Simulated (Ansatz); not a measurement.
# ρ(T) of Re (P6_3/mmc) in two numbers

Aim: condense the phonon-limited resistivity of Re (P6_3/mmc) into a transport Debye temperature and an amplitude, and test the fit on a temperature held back.

The resistivities were computed with Ansatz 0.2.0 (DFT PBE, scalar-relativistic, plane waves, PAW) from the linearised Boltzmann equation with harmonic phonons, on q 6×6×3, k 18×18×9, scattering 24×24×12; the fit below is done by hand on them.

**Measured values to reproduce.**

For Re (bulk crystal), “CRC Handbook of Chemistry and Physics, 84th edition, Electrical Resistivity of Pure Metals” (2003, CRC Press, section 12, read from Wikipedia's data page) quotes earlier work: resistivity at 273 K 17.2 μΩ cm.

## 1. Computed resistivities

It takes space group P6_3/mmc (No. 194, hexagonal). The conventional cell has a = 2.773 Å, b = 2.773 Å, c = 4.489 Å, α = 90.00°, β = 90.00°, γ = 120.00°. Around Re on site c lie 12 Re at 2.76 to 2.77 Å.

This is the relaxed cell of the run, from steps not shown here.

The mean resistivity of the three axes from 50 to 800 K, with one row held back; the colder rows stay outside the fit and test it at the end:

| T (K) | ρ (μΩ cm) |
| --- | --- |
| 50 | 0.7443 |
| 80 | 2.341 |
| 100 | 3.507 |
| 150 | 6.333 |
| 200 | 9.023 |
| 273 | ? |
| 300 | 14.24 |
| 400 | 19.43 |
| 500 | 24.66 |
| 600 | 29.94 |
| 800 | 40.57 |

No spin–orbit coupling, which matters for Re.

## 2. Model and fit

Bloch and Grüneisen's form is ρ(T) = A (T/Θ)⁵ J₅(Θ/T), with J₅(z) the integral of x⁵/((eˣ − 1)(1 − e⁻ˣ)) from 0 to z. It goes as T⁵ far below Θ and as A T/(4Θ) far above. For a trial Θ the best A is the geometric mean of ρ/[(T/Θ)⁵ J₅] over the rows, and the scatter of that ratio measures the fit:

| Θ (K) | A (μΩ cm) | scatter (%) |
| --- | --- | --- |
| 156 | 26.86 | 21.6 |
| 208 | 38.34 | 11.6 |
| 234 | 44.85 | 6.1 |
| 260 | 51.96 | 0.9 |
| 286 | 59.74 | 6.0 |
| 324 | 72.45 | 15.1 |
| 390 | 98.93 | 31.3 |

The scatter is least at Θ = 260 K, with A = 51.96 μΩ cm (0.9 % r.m.s.).

| T (K) | computed | fit |
| --- | --- | --- |
| 50 | 0.7443 | 0.7450 |
| 80 | 2.341 | 2.343 |
| 100 | 3.507 | 3.510 |
| 150 | 6.333 | 6.371 |
| 200 | 9.023 | 9.110 |
| 300 | 14.24 | 14.38 |
| 400 | 19.43 | 19.52 |
| 500 | 24.66 | 24.61 |
| 600 | 29.94 | 29.66 |
| 800 | 40.57 | 39.73 |

## 3. The row held back

At T = 273 K, Θ/T = 0.952, J₅ = 0.1957 and (T/Θ)⁵ = 1.276, so the fit gives 12.97 μΩ cm. The computed value is 12.84 μΩ cm: the fit is off by +1.02 %. Outside its range, at 20 K, it gives 0.0172 against 0.0168 μΩ cm computed, 1.03 times that; at that temperature the run's own test moves by 18 % between meshes in the component that moves most. Among the rows used, the largest miss is -2.1 %, at 800 K.

## 4. What the two numbers mean

Θ = 260 K is 1.55 times ħω_log/k_B (167 K) and 0.90 of the highest phonon frequency (290 K). The high-temperature slope of the fit, A/(4Θ), is 0.0500 μΩ cm/K. The same slope from the run's transport coupling and plasma energy, 2π k_B λ_tr/(ħ ε₀ ω_p²) with λ_tr = 0.650, 0.650, 0.749 (xx, yy, zz) and ħω_p = 6.90, 6.90, 8.59 (xx, yy, zz) eV, is 0.0503 μΩ cm/K in the mean of the axes, +0.7 % from it. For comparison, the computed rows rise by 0.0531 μΩ cm/K between the two hottest.

## 5. Summary of results

| Property | Result |
| --- | --- |
| Θ | 260 K |
| A | 51.96 μΩ cm |
| scatter of the fit | 0.9 % |
| held-back row at 273 K, fit against computed | 12.97 against 12.84 μΩ cm |

**Reading.** Two numbers, Θ = 260 K and A = 52.0 μΩ cm, hold the computed ρ(T) from 50 to 800 K within 0.88 % r.m.s. and predict the held-back row within 1.02 %. By the run's own test the resistivity at 300 K moves by 6 % between its two finest scattering meshes, in the component that moves most. The mean hides an anisotropy: at 300 K the components are 15.8, 15.8, 11.2 (xx, yy, zz) μΩ cm. Spin–orbit coupling is left out. The fit describes the calculation: impurities, thermal expansion, changes of phase and anharmonicity are in neither.

Computed beside measured:

| quantity | measured | q 6×6×3, fine 24×24×12 |
| --- | --- | --- |
| resistivity at 273 K (computed: phonon part alone; the measured value holds the sample's residual resistivity) (μΩ cm) | 17.2 | 12.84 (-25.3 %) |

Measured values from CRC Press, section 12, read from Wikipedia's data page (2003).

How well it matches: The resistivity at 273 K is off by -25.3 %: a clear miss.

[Hosts, paths, dates, database ids (printed as entryN), source tags and the programs' standing remarks are cut or masked in the printed files.]
